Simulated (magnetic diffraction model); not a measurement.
# Which magnetic order? Cs2NaCoBr6

Space group R-3m (no. 166), a = 7.5850 Å, c = 37.8150 Å.

| site | atom | x | y | z |
| --- | --- | --- | --- | --- |
| 6c | Cs | 1/3 | 2/3 | 0.7954 |
| 6c | Cs | 1/3 | 2/3 | 0.9510 |
| 18h | Br | 0.5302 | 0.0603 | 0.8711 |
| 18h | Br | 0.4763 | 0.9526 | 0.7026 |
| 3b | Co | 2/3 | 1/3 | 5/6 |
| 3a | Co | 0 | 0 | 0 |
| 6c | Na | 2/3 | 1/3 | 0.7372 |

The compound is invented for this exercise: a known structure type with other elements, its cell scaled to their sizes and not relaxed.

Only Co is taken to order (form factors of Co3+); orders and moment sizes are assumed, and not adapted to the symmetry. Radiation: neutrons of λ = 2.0775 Å, 2° to 50°; isotropic B of 0.46 Å² (Cs), 0.43 Å² (Br), 0.6 Å² (Co) and 0.65 Å² (Na). The intensities are simulated: I ∝ L Σ (|F_N|² + |F_M⊥|²) for unpolarised neutrons, with F_M = 2.695 fm/μB × Σ f(s) S exp(2πi Q·r) exp(−B s²) at Q = H ± k (one set where k and −k are equivalent), only the part normal to Q counting and L = 1/(sin²θ cos θ). For a modulated order the moment at position r is S exp(−2πi k·r) + c.c., with S = m/2 for a sine wave of amplitude m and S = m(u + iv)/2 for moments turning in a plane, u and v being orthogonal unit vectors in it; the phase factor of the sum at Q = H + k is then exp(2πi H·r). Form factors are spin-only for 3d ions and dipole or tabulated for f ions, scattering lengths are Sears's of 1992, and absorption is left out. A label names one of the reflections at its angle. The strongest nuclear line in the range is 100, and lines under 0.2 are left out.

Above the ordering temperature:

```tsv
2θ (°)	index	I
18.47	(1 0 1)	2.7
18.97	(0 0 6)	3.2
19.27	(0 1 2)	37.8
22.20	(1 0 4)	8.6
24.18	(0 1 5)	1.0
28.63	(0 0 9)	0.3
28.83	(1 0 7)	2.5
31.42	(0 1 8)	1.4
31.79	(1 1 0)	4.6
36.96	(1 0 10)	0.7
37.02	(0 2 1)	2.8
37.28	(1 1 6)	1.6
37.45	(2 0 2)	21.7
38.49	(0 0 12)	43.5
39.12	(0 2 4)	10.5
40.34	(2 0 5)	74.7
43.30	(1 1 9)	2.3
43.45	(0 2 7)	100.0
45.30	(2 0 8)	6.3
45.98	(1 0 13)	0.9
48.67	(0 0 15)	0.7
49.14	(0 1 14)	2.0
```
(The table stops after 22 lines; 3 more lie at higher angle.)

Below it (cell unchanged):

```
2θ (°)     I
 10.94  13.4
 14.13  10.6
 18.47   2.7
 18.97   3.2
 18.98   6.6
 19.27  37.8
 21.28   3.1
 22.20   8.6
 23.11   3.0
 24.18   1.0
 24.58   4.0
 26.42   2.5
 28.14   3.3
 28.63   0.3
 28.83   2.5
 29.57   3.2
 30.56   2.5
 30.75   2.0
 31.42   1.4
 31.79   4.6
 32.27   2.9
 35.80   1.5
 35.97   2.5
 36.80   1.6
 36.96   0.7
 37.02   2.8
 37.28   1.6
 37.45  21.7
 38.49  43.5
 38.58   1.5
 39.12  10.5
 39.67   1.5
 40.34  74.7
 40.44   2.0
 41.35   1.1
 41.79   1.4
```
(The table stops after 36 lines; 22 more lie at higher angle.)

**Question.** Check that the new lines index with k = (1/3 1/3 0), then choose among these models:
A. a sine wave with moments along [100] (amplitudes given), 3.63 μB on Co; signs + at (2/3, 1/3, 5/6), − at (0, 0, 0)
B. moments turning in the plane of [100] and [010], 3.63 μB on Co; signs + at (2/3, 1/3, 5/6), − at (0, 0, 0)
C. moments turning in the plane of [001] and [100], 3.63 μB on Co; signs + at (2/3, 1/3, 5/6), − at (0, 0, 0)
D. a sine wave with moments along [001] (amplitudes given), 3.63 μB on Co; signs + at (2/3, 1/3, 5/6), − at (0, 0, 0)

The new lines index as (2/3 -1/3 1) at 10.94°, (1/3 1/3 3) at 14.13°, (-1/3 2/3 5) at 18.98° and (-2/3 4/3 1) at 21.28°, that is as H ± k with k = (1/3 1/3 0), one of 3 inequivalent arms of its star (k and −k counted as one), which a powder can't tell apart. Satellites come in pairs about each point of the reciprocal lattice.

Magnetic intensity, observed (below minus above) and for each model:

| 2θ (°) | index | observed | A | B | C | D |
| --- | --- | --- | --- | --- | --- | --- |
| 10.94 | (2/3 -1/3 1) | 13.4 | 5.3 | 13.4 | 16.7 | 11.4 |
| 14.13 | (1/3 1/3 3) | 10.6 | 6.3 | 10.6 | 10.3 | 4.0 |
| 18.98 | (-1/3 2/3 5) | 6.6 | 3.2 | 6.6 | 4.4 | 1.2 |
| 21.28 | (-2/3 4/3 1) | 3.1 | 1.2 | 3.1 | 4.2 | 3.0 |
| 24.58 | (2/3 -1/3 7) | 4.0 | 2.0 | 4.0 | 2.4 | 0.4 |
| 28.14 | (4/3 1/3 1) | 3.3 | 2.0 | 3.3 | 5.2 | 3.2 |
| 29.57 | (5/3 -4/3 3) | 3.2 | 1.0 | 3.2 | 3.6 | 2.6 |
| 30.56 | (1/3 1/3 9) | 2.5 | 1.3 | 2.5 | 1.4 | <0.2 |

Model B matches.

The structure used: k = (1/3 1/3 0), moments turning in the plane of [100] and [010], 3.63 μB on Co; signs + at (2/3, 1/3, 5/6), − at (0, 0, 0).

[Logs are printed without paths, hosts, clocks, repeated set-up lines and the standing remarks that a program may print on its own settings, such as how far it seeks lower states.]
